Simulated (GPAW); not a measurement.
# Al K-edge XANES of Al2Ru (I4/mmm), part 2 of 3

Aim: the dependence of the Al K near-edge features of Al2Ru (I4/mmm) on volume.

GPAW 26.7.0; X-ray absorption from dipole matrix elements to empty bands, plane-wave PAW LDA.

So far. Step 2 (The field without a hole): The mesh shows no gap, so the system is treated as a metal and the core electron is put at the Fermi level (neutral cell).

## (4) Spectrum with XCH, Al atom 2

The holes are 6.5 Å apart. In GPAW the data set carries the hole's charge, so charge=0 means a charged cell and charge=-1 a neutral one. The excited electron is kept in the cell, where it fills the lowest empty states and screens the hole. After the field has converged, empty bands are computed with the density fixed and the dipole matrix elements are summed.

The absorber has 4 Ru at 2.58 Å, 5 Al at 2.69 Å, 1 Ru at 2.88 Å and 4 Al at 3.12 Å (14-fold, site symmetry 4mm).

File xas.py:

```python
import numpy as np
from ase import Atoms
from ase.parallel import parprint, paropen
from gpaw import GPAW, PW, FermiDirac, Mixer, MixerDif, setup_paths
from gpaw.test import gen
setup_paths.insert(0, '.')
gen('Al', name='fch1s', xcname='LDA', corehole=(1, 0, 1), write_xml=True)
from gpaw.mpi import world
world.barrier()

atoms = Atoms('Ru5Al10',
    cell=[[1.56042162, 4.68126486, -4.22180559],
     [4.68126486, -1.56042162, -4.22180559],
     [-1.56042162, -4.68126486, -4.22180559]],
    scaled_positions=[[0, 0, 0],
     [0.2, 0.4, 0.4],
     [0.6, 0.2, 0.2],
     [0.4, 0.8, 0.8],
     [0.8, 0.6, 0.6],
     [0.65920219, 0, 0.65920219],
     [0.85920219, 0.4, 0.05920219],
     [0.25920219, 0.2, 0.85920219],
     [0.05920219, 0.8, 0.45920219],
     [0.45920219, 0.6, 0.25920219],
     [0.34079781, 0, 0.34079781],
     [0.54079781, 0.4, 0.74079781],
     [0.94079781, 0.2, 0.54079781],
     [0.74079781, 0.8, 0.14079781],
     [0.14079781, 0.6, 0.94079781]],
    pbc=True)
atoms.calc = calc = GPAW(legacy_gpaw=True, mode=PW(430), xc='LDA', setups={5: 'fch1s'},
    kpts={'size': (4, 4, 4), 'gamma': True}, occupations=FermiDirac(0.1),
    charge=-1, mixer=Mixer(0.1, 5, 50), maxiter=150,
    convergence={'density': 0.0001}, txt='scf.txt')
energy = atoms.get_potential_energy() + calc.get_reference_energy()
ef = calc.get_fermi_level()
out = dict(energy=energy, fermi=ef, forces=atoms.get_forces().tolist())
parprint(f'all-electron energy {energy:.4f} eV, Fermi level {ef:.4f} eV')
ev = np.array([[calc.get_eigenvalues(k, s) for k in range(len(calc.get_ibz_k_points()))] for s in range(calc.get_number_of_spins())])
out['homo'], out['lumo'], out['counts'] = ev[ev < ef].max(), ev[ev > ef].min(), sorted(set((ev < ef).sum((0, 2)).tolist()))
out['filled'] = (ev[:, 0] < ef).sum(1).tolist()

from ase.units import Ha
from gpaw.xas import dipole_matrix_elements
nb = int(calc.get_number_of_electrons() / 2) + 150
top, nb = nb, nb + 8 + nb // 12
nscf = calc.fixed_density(kpts={'size': (4, 4, 4), 'gamma': True}, nbands=nb,
    convergence={'bands': top, 'eigenstates': 1e-5}, maxiter=60, txt='nscf.txt')
cell = atoms.cell.array
ops = [cell.T @ U.T @ np.linalg.inv(cell.T) for U in nscf.wfs.kd.symmetry.op_scc]
E = np.arange(-6, 34, 0.1)
fwhm = np.interp(E, [4, 25], [0.9, 3.5])
Y, X, zero, highest = 0, 0, 1e9, 1e9
for spin in range(nscf.get_number_of_spins()):
    wfs = nscf.wfs
    A = dipole_matrix_elements(wfs.setups[5])
    eps = np.zeros((wfs.kd.nibzkpts, nb))
    d = np.zeros((3, A.shape[1], wfs.kd.nibzkpts, nb), complex)
    for kpt in wfs.kpt_u:
        if kpt.s == spin and 5 in kpt.P_ani:
            eps[kpt.k] = kpt.eps_n * Ha
            d[:, :, kpt.k] = (kpt.weight * wfs.nspins / 2) ** 0.5 * np.inner(A, kpt.P_ani[5])
    world.sum(eps)
    world.sum(d)
    T = np.einsum('amkn,bmkn->abkn', d, d.conj()).real
    T = sum(np.einsum('ai,ijkn,bj->abkn', R, T, R) for R in ops) / len(ops)
    empty = eps > ef
    zero, highest = min(zero, eps[empty].min()), min(highest, eps[:, top - 1].min())
    lines = [(eps, T, empty)] if spin == 0 else lines + [(eps, T, empty)]
for eps, T, empty in lines:
    f = np.einsum('aakn->akn', T).reshape(3, -1)
    x = eps.ravel() - zero
    w = np.interp(x, E, fwhm) / 2.35482
    g = np.exp(-0.5 * ((E[:, None] - x) / w) ** 2) / (w * (2 * np.pi) ** 0.5)
    Y = Y + (f * empty.ravel()) @ g.T
    X = X + (f * ~empty.ravel()) @ g.T
out.update(E=E.round(2).tolist(), xas=Y.tolist(), xes=X.tolist(), zero=zero, valid=highest - zero, nk=len(eps), nb=nb)
for i in range(0, len(E), 10):
    parprint(f'{E[i]:7.2f}', *(f'{v:10.3e}' for v in Y[:, i]))
import json
with paropen('out.json', 'w') as f:
    json.dump(out, f)
```

Started as:

```
> OMP_NUM_THREADS=1 mpirun -n 2 gpaw python xas.py
```

Numbers of over 12 decimals in the logs are rounded to 6 here.

Log:

```text
Input parameters:
  charge: -1
  convergence: {density: 0.0001}
  kpts: {gamma: True,
         size: (4, 4, 4)}
  maxiter: 150
  mixer: {backend: pulay,
          beta: 0.1,
          method: separate,
          nmaxold: 5,
          weight: 50}
  mode: {ecut: 430.0,
         name: pw}
  occupations: {fixmagmom: False,
                name: fermi-dirac,
                width: 0.1}
  setups: {5: fch1s}

Initialize ...

[... PAW data sets ...]

Reference energy: -679828.249199  # eV

Spin-paired calculation

[... convergence settings ...]
Symmetries present (total): 4
  [... symmetry matrices ...]

64 k-points: 4 x 4 x 4 Monkhorst-Pack grid + [1/8,1/8,1/8]
14 k-points in the irreducible part of the Brillouin zone
       k-points in crystal coordinates                weights
   0:     0.00000000    0.00000000    0.00000000          1/64
   1:     0.25000000   -0.25000000    0.25000000          2/64
   2:     0.25000000    0.00000000   -0.25000000          4/64
   3:     0.25000000    0.25000000   -0.25000000          4/64
   4:     0.25000000    0.25000000    0.00000000          8/64
   5:     0.25000000    0.25000000    0.25000000          2/64
   6:     0.50000000    0.00000000    0.25000000          8/64
   7:     0.50000000    0.00000000    0.50000000          2/64
   8:     0.50000000    0.25000000   -0.25000000          8/64
   9:     0.50000000    0.25000000    0.00000000          8/64
          ...
  13:     0.50000000    0.50000000    0.50000000          1/64

Wave functions: Plane wave expansion
  Cutoff energy: 430.000 eV
  Number of coefficients (min, max): 4123, 4190
  Pulay-stress correction: 0.000000 eV/Ang^3 (de/decut=0.000000)
  Using FFTW library
  Wavefunction extrapolation:
    Improved wavefunction reuse through dual PAW basis

Occupation numbers: Fermi-Dirac:
  width: 0.1000  # eV

Eigensolver
   Davidson(niter=2)

Densities:
  Coarse grid: 32*32*32 grid
  Fine grid: 64*64*64 grid
  Total Charge: 0.000000

Density mixing:
  Method: separate
  Backend: pulay
  Linear mixing parameter: 0.1
  old densities: 5
  Width of damping distribution: 1.1
  Damping of long wavelength oscillations: 50

[... Hamiltonian set-up ...]
Number of atoms: 15
Number of atomic orbitals: 105
Number of bands in calculation: 71
Number of valence electrons: 111
Bands to converge: occupied

... initialized

Initializing position-dependent things.

Density initialized from atomic densities
Creating initial wave functions:
  71 bands from LCAO basis set

          Ru

          Al
               Ru  Al
             Ru
          Al     Al
               Al     Al
        Al     Al
             Al
                 Ru
           Al  Ru

Atomic positions and initial magnetic moments

Positions:
   0 Ru     0.000000    0.000000    0.000000    ( 0.0000,  0.0000,  0.0000)
   1 Ru     1.560422   -1.560422   -4.221806    ( 0.0000,  0.0000,  0.0000)
   2 Ru     1.560422    1.560422   -4.221806    ( 0.0000,  0.0000,  0.0000)
   3 Ru     3.120843   -3.120843   -8.443611    ( 0.0000,  0.0000,  0.0000)
   4 Ru     3.120843    0.000000   -8.443611    ( 0.0000,  0.0000,  0.0000)
   5 Al    -0.000000   -0.000000   -5.566047    ( 0.0000,  0.0000,  0.0000)
   6 Al     3.120843    3.120843   -5.566047    ( 0.0000,  0.0000,  0.0000)
[...]
12 Al     1.560422    1.560422   -7.099370    ( 0.0000,  0.0000,  0.0000)
  13 Al     4.681265    1.560422   -7.099370    ( 0.0000,  0.0000,  0.0000)
  14 Al     1.560422   -4.681265   -7.099370    ( 0.0000,  0.0000,  0.0000)

Unit cell:
           periodic     x           y           z      points  spacing
  1. axis:    yes    1.560422    4.681265   -4.221806    32     0.1681
  2. axis:    yes    4.681265   -1.560422   -4.221806    32     0.1542
  3. axis:    yes   -1.560422   -4.681265   -4.221806    32     0.1681

  Lengths:   6.494059   6.494059   6.494059
  Angles:   64.999029  98.901298  64.999029

Effective grid spacing dv^(1/3) = 0.1844

iter:   1  -124.830404
iter:   2  -119.338095   -1.09  -1.06
iter:   3  -116.448729   -0.77  -1.15
iter:   4  -116.914442   -1.47  -1.32
iter:   5  -115.954798   -1.80  -1.35
iter:   6  -116.092802   -1.54  -1.78
iter:   7  -116.037943   -2.99  -2.02
iter:   8  -115.886208   -2.28  -2.05
iter:   9  -116.693740   -1.34  -2.19
iter:  10  -115.859409   -1.57  -1.71
iter:  11  -115.866836   -2.69  -2.87
iter:  12  -115.872210c  -3.60  -3.04
iter:  13  -115.866555c  -3.84  -2.84
iter:  14  -115.866608c  -4.49  -3.59
iter:  15  -115.866683c  -5.01  -3.50
iter:  16  -115.866537c  -5.53  -3.90
iter:  17  -115.866557c  -6.56  -3.95
iter:  18  -115.866596c  -6.29  -4.29c
iter:  19  -115.866567c  -6.95  -4.38c
iter:  20  -115.866572c  -8.11c -4.56c

Converged after 20 iterations.

Dipole moment: (0.000000, -0.000000, -0.027749) |e|*Ang

Energy contributions relative to reference atoms: (reference = -679828.249199)

Kinetic:        +60.629993
Potential:      -52.496347
External:        +0.000000
XC:            -122.702161
Entropy (-ST):   -0.173717
Local:           -1.211199
SIC:             +0.000000
--------------------------
Free energy:   -115.953430
Extrapolated:  -115.866572

Showing only first 2 kpts
 Kpt  Band  Eigenvalues  Occupancy
  0    53      8.65866    2.00000
  0    54      9.09756    1.99995
  0    55     10.09793    1.32329
  0    56     10.09793    1.32329

  1    53      8.53775    2.00000
  1    54      9.23657    1.99981
  1    55     10.29659    0.42300
[...]
Fermi level: 10.16500

No gap
No difference between direct/indirect transitions

Forces in eV/Ang:
  0 Ru   -0.00000   -0.00000    0.20542
  1 Ru   -0.31094    0.44155   -0.30294
  2 Ru   -0.44155   -0.31094   -0.30294
  3 Ru    0.44155    0.31094   -0.30294
  4 Ru    0.31094   -0.44155   -0.30294
  5 Al    0.00000    0.00000    0.58882
  6 Al   -0.07768   -0.01819    0.10679
[...]
12 Al   -0.05471   -0.05749    0.01771
 13 Al    0.05471    0.05749    0.01771
 14 Al    0.05749   -0.05471    0.01771
Scalar-relativistic atomic LDA calculation for Al (Aluminium, Z=13)
Core hole in 1s state (1s occupation: 1.0)
450 radial gridpoints.
|------------------------------------------------|
|------------------------------------------------|
[... the atom generator's iteration count ...]

Energy contributions:
-------------------------
Kinetic:     +183.893595
XC:           -14.209497
Potential:   -353.628519
-------------------------
Total:       -183.944421

state      eigenvalue         ekin         rmax
-----------------------------------------------
1s^1.0 :   -60.362648    82.057235        0.077
2s^2.0 :    -5.188665    12.296859        0.473
2p^6.0 :    -3.893101    12.072890        0.390
3s^2.0 :    -0.683483     1.740987        1.779
3p^1.0 :    -0.437761     1.323330        2.009
-----------------------------------------------
(units: Bohr and Hartree)

Generating PAW setup
Kinetic energy of the core from tauc = 179.402319
Cutoffs:
rc(s)=2.050
rc(p)=2.050
rc(d)=2.050
rc(vbar)=1.845
rc(comp)=2.050
rc(nct)=2.050

Kinetic energy of the core states: 179.088292
Charge: 1.0
Core electrons: 9.0
Valence electrons: 3.0
Pseudo-core charge: 0.169630
Shape function alpha=2.380
Pseudo-electron charge 3.431685
state    eigenvalue         norm
--------------------------------
3s(2) :    -0.683483     1.126964
*s    :     0.316517
3p(1) :    -0.437761     1.008127
*p    :     0.562239
*d    :     0.000000
--------------------------------

Diagonalizing with gridspacing h=0.050

state   all-electron     PAW
-------------------------------
3s:      -0.683483    -0.683641
3p:      -0.437761    -0.437937
*d:                   -0.137096
*f:                   -0.021062
-------------------------------
all-electron energy -679944.1158 eV, Fermi level 10.1650 eV
[...]
31.00  6.061e-06  6.061e-06  5.564e-06
  32.00  6.624e-06  6.624e-06  6.293e-06
  33.00  6.917e-06  6.917e-06  6.805e-06
```

Wall time 4.5 min (2 MPI ranks of Arm Neoverse V1, shared host); peak memory 0.51 GiB.

The Al K spectrum, Al atom 2, excited-electron core hole (neutral cell) (energy from the lowest empty level; intensity scaled to a mean of 1 over the first 20 eV; polarised curves are means over the symmetry-equivalent atoms):

```tsv
E (eV)	isotropic	ε ⊥ c	ε ∥ c
-2.0	0.00	0.00	0.00
-1.4	0.00	0.00	0.00
-0.8	0.01	0.01	0.00
-0.2	0.16	0.22	0.05
0.4	0.43	0.54	0.20
1.0	0.54	0.62	0.39
1.6	0.66	0.70	0.58
2.2	1.04	1.21	0.72
2.8	1.37	1.54	1.01
3.4	1.22	1.23	1.20
4.0	1.17	1.08	1.36
4.6	1.32	1.25	1.46
5.2	1.40	1.38	1.44
5.8	1.22	1.16	1.35
6.4	1.07	1.02	1.18
7.0	1.03	1.02	1.06
7.6	1.24	1.18	1.36
8.2	1.53	1.37	1.85
8.8	1.48	1.33	1.79
9.4	1.24	1.20	1.33
10.0	1.11	1.17	0.97
10.6	1.08	1.20	0.85
11.2	1.08	1.18	0.87
11.8	1.05	1.12	0.90
12.4	0.99	1.03	0.90
13.0	0.93	0.95	0.88
13.6	0.90	0.90	0.88
14.2	0.90	0.90	0.89
14.8	0.90	0.91	0.89
15.4	0.87	0.88	0.85
16.0	0.83	0.83	0.83
16.6	0.79	0.75	0.85
17.2	0.76	0.69	0.90
17.8	0.76	0.65	0.97
18.4	0.76	0.64	0.99
19.0	0.74	0.63	0.94
19.6	0.70	0.62	0.86
20.2	0.67	0.62	0.78
20.8	0.66	0.61	0.75
21.4	0.66	0.61	0.76
22.0	0.67	0.62	0.78
22.6	0.69	0.64	0.77
23.2	0.70	0.68	0.74
23.8	0.71	0.73	0.69
24.4	0.72	0.77	0.62
25.0	0.73	0.81	0.57
25.6	0.72	0.82	0.52
26.2	0.71	0.82	0.50
26.8	0.70	0.80	0.49
27.4	0.69	0.78	0.50
28.0	0.68	0.76	0.52
28.6	0.68	0.75	0.55
29.2	0.69	0.74	0.59
29.8	0.71	0.75	0.64
30.4	0.75	0.78	0.69
31.0	0.80	0.82	0.75
31.6	0.85	0.87	0.81
```

Main maxima below 24 eV (height): 2.8 eV (1.37), 5.1 eV (1.40) and 8.4 eV (1.56). A K edge sees empty p states on the absorber.

The total-energy difference is 1563.37 eV. One term is added: -13.88 eV, since the hole is spin-paired here and a spin-polarised one costs that much less in the free atom (computed apart). The photon energy is then 1549.49 eV. The tabulated edge of the element is 1559 eV. The functional leaves an error in such absolute values: in the free atom LDA prices this hole 7.2 eV below PBE (computed apart), and PBE is itself good to a few eV.

## (5) Reference energy of the supercell

The cell changes for the next run, so it gets a reference energy of its own.

The cell differs from the one that the last finished run ended in (a 6.494 → 6.361 Å, b 6.494 → 6.361 Å, c 6.494 → 6.361 Å).

File scf.py:

```python
import numpy as np
from ase import Atoms
from ase.parallel import parprint, paropen
from gpaw import GPAW, PW, FermiDirac, Mixer, MixerDif, setup_paths
from gpaw.test import gen
setup_paths.insert(0, '.')
gen('Al', name='nch1s', xcname='LDA', corehole=(1, 0, 0), write_xml=True)
from gpaw.mpi import world
world.barrier()

atoms = Atoms('Ru5Al10',
    cell=[[1.52856734, 4.58570203, -4.13562211],
     [4.58570203, -1.52856734, -4.13562211],
     [-1.52856734, -4.58570203, -4.13562211]],
    scaled_positions=[[0, 0, 0],
     [0.2, 0.4, 0.4],
     [0.6, 0.2, 0.2],
     [0.4, 0.8, 0.8],
     [0.8, 0.6, 0.6],
     [0.65920219, 0, 0.65920219],
     [0.85920219, 0.4, 0.05920219],
     [0.25920219, 0.2, 0.85920219],
     [0.05920219, 0.8, 0.45920219],
     [0.45920219, 0.6, 0.25920219],
     [0.34079781, 0, 0.34079781],
     [0.54079781, 0.4, 0.74079781],
     [0.94079781, 0.2, 0.54079781],
     [0.74079781, 0.8, 0.14079781],
     [0.14079781, 0.6, 0.94079781]],
    pbc=True)
atoms.calc = calc = GPAW(legacy_gpaw=True, mode=PW(430), xc='LDA', setups={5: 'nch1s'},
    kpts={'size': (4, 4, 4), 'gamma': True}, occupations=FermiDirac(0.1),
    charge=0, mixer=Mixer(0.1, 5, 50), maxiter=150,
    convergence={'density': 0.0001}, txt='scf.txt')
energy = atoms.get_potential_energy() + calc.get_reference_energy()
ef = calc.get_fermi_level()
out = dict(energy=energy, fermi=ef, forces=atoms.get_forces().tolist())
parprint(f'all-electron energy {energy:.4f} eV, Fermi level {ef:.4f} eV')
ev = np.array([[calc.get_eigenvalues(k, s) for k in range(len(calc.get_ibz_k_points()))] for s in range(calc.get_number_of_spins())])
out['homo'], out['lumo'], out['counts'] = ev[ev < ef].max(), ev[ev > ef].min(), sorted(set((ev < ef).sum((0, 2)).tolist()))
out['filled'] = (ev[:, 0] < ef).sum(1).tolist()
import json
with paropen('out.json', 'w') as f:
    json.dump(out, f)
```

Started as:

```
> OMP_NUM_THREADS=1 mpirun -n 2 gpaw python scf.py
```

Log:

```text
Input parameters:
  convergence: {density: 0.0001}
  kpts: {gamma: True,
         size: (4, 4, 4)}
  maxiter: 150
  mixer: {backend: pulay,
          beta: 0.1,
          method: separate,
          nmaxold: 5,
          weight: 50}
  mode: {ecut: 430.0,
         name: pw}
  occupations: {fixmagmom: False,
                name: fermi-dirac,
                width: 0.1}
  setups: {5: nch1s}

Initialize ...

[...]
3s(2) :    -0.287726     1.053448
*s    :     0.712274
3p(1) :    -0.102289     0.999482
*p    :     0.897711
*d    :     0.000000
--------------------------------

Diagonalizing with gridspacing h=0.050

state   all-electron     PAW
-------------------------------
3s:      -0.287726    -0.287811
3p:      -0.102289    -0.102345
*d:                    0.027274
*f:                    0.064816
-------------------------------
all-electron energy -681507.3326 eV, Fermi level 10.7033 eV
[key lines of the parts left out:]
Converged after 18 iterations.
Dipole moment: (0.000000, 0.000000, -0.000000) |e|*Ang
Free energy:   -106.076602
Fermi level: 10.70328
```

Wall time 65 s (2 MPI ranks); peak memory 0.32 GiB; 2.2 min of CPU time.

Reference energy: -681507.333 eV with the cores included.

## (6) Spectrum with XCH, Al atom 2

Shorter bonds are expected to push antibonding states and scattering resonances up, and longer ones down; the cell is scaled to test that.

Changed against the first core-hole run: volume scale from 1 to 0.94.

Changes to xas.py since step 4:

```diff
@@ -11,5 +11,5 @@
 atoms = Atoms('Ru5Al10',
-    cell=[[1.56042162, 4.68126486, -4.22180559],
-     [4.68126486, -1.56042162, -4.22180559],
-     [-1.56042162, -4.68126486, -4.22180559]],
+    cell=[[1.52856734, 4.58570203, -4.13562211],
+     [4.58570203, -1.52856734, -4.13562211],
+     [-1.52856734, -4.58570203, -4.13562211]],
     scaled_positions=[[0, 0, 0],
@@ -44,3 +44,3 @@
 from gpaw.xas import dipole_matrix_elements
-nb = int(calc.get_number_of_electrons() / 2) + 150
+nb = int(calc.get_number_of_electrons() / 2) + 143
 top, nb = nb, nb + 8 + nb // 12
```

Started as:

```
> OMP_NUM_THREADS=1 mpirun -n 2 gpaw python xas.py
```

Log:

```text
Input parameters:
  charge: -1
  convergence: {density: 0.0001}
  kpts: {gamma: True,
         size: (4, 4, 4)}
  maxiter: 150
  mixer: {backend: pulay,
          beta: 0.1,
          method: separate,
          nmaxold: 5,
          weight: 50}
  mode: {ecut: 430.0,
         name: pw}
  occupations: {fixmagmom: False,
                name: fermi-dirac,
                width: 0.1}
  setups: {5: fch1s}

Initialize ...

[...]
*p    :     0.562239
*d    :     0.000000
--------------------------------

Diagonalizing with gridspacing h=0.050

state   all-electron     PAW
-------------------------------
3s:      -0.683483    -0.683641
3p:      -0.437761    -0.437937
*d:                   -0.137096
*f:                   -0.021062
-------------------------------
all-electron energy -679944.0883 eV, Fermi level 11.0441 eV
[...]
32.00  5.838e-06  5.838e-06  5.282e-06
  33.00  6.477e-06  6.477e-06  6.091e-06
[key lines of the parts left out:]
Converged after 19 iterations.
Dipole moment: (0.000000, 0.000000, -0.030379) |e|*Ang
Free energy:   -115.918183
Fermi level: 11.04415
```

It took 4.1 min on 2 MPI ranks; peak memory 0.5 GiB; 8.2 min of CPU time.

```tsv
E (eV)	first run	this run
-2.0	0.00	0.00
-1.0	0.00	0.00
0.0	0.26	0.24
1.0	0.54	0.51
2.0	0.88	0.78
3.0	1.34	1.30
4.0	1.17	1.12
5.0	1.39	1.29
6.0	1.16	1.23
7.0	1.03	1.02
8.0	1.46	1.22
9.0	1.41	1.51
10.0	1.11	1.19
11.0	1.08	1.08
12.0	1.03	1.09
13.0	0.93	1.00
14.0	0.90	0.90
15.0	0.89	0.91
16.0	0.83	0.89
17.0	0.77	0.82
18.0	0.76	0.78
19.0	0.74	0.77
20.0	0.68	0.73
21.0	0.66	0.67
22.0	0.67	0.65
23.0	0.70	0.66
24.0	0.72	0.69
25.0	0.73	0.72
26.0	0.72	0.74
27.0	0.70	0.73
28.0	0.68	0.70
29.0	0.69	0.67
30.0	0.72	0.67
31.0	0.80	0.70
32.0	0.88	0.77
```

The scaled spectrum changes by 7 % r.m.s. The highest intensity below 16 eV goes from 8.4 eV (1.56) to 8.8 eV (1.53).

The photon energy of the zero moves by -0.12 eV.

(Continued in part 3 of 3.)

[Banner, clock and machine lines of the logs are left out without a mark of their own.]

[Logs are printed without paths, hosts, clocks, repeated set-up lines and the standing remarks that a program may print on its own settings, such as how far it seeks lower states.]

[Hosts, paths, dates, database ids (printed as entryN), source tags and the programs' standing remarks are cut or masked in the printed files.]

[Lists of maxima count a maximum above −3 eV only where it reaches 4 % of the highest in the window and stands out from its surroundings by 2 % of it (1.5 % where it reaches 55 %); shoulders and weaker maxima are passed over, and of the rest the first, up to two pre-edge ones and the few strongest are named.]
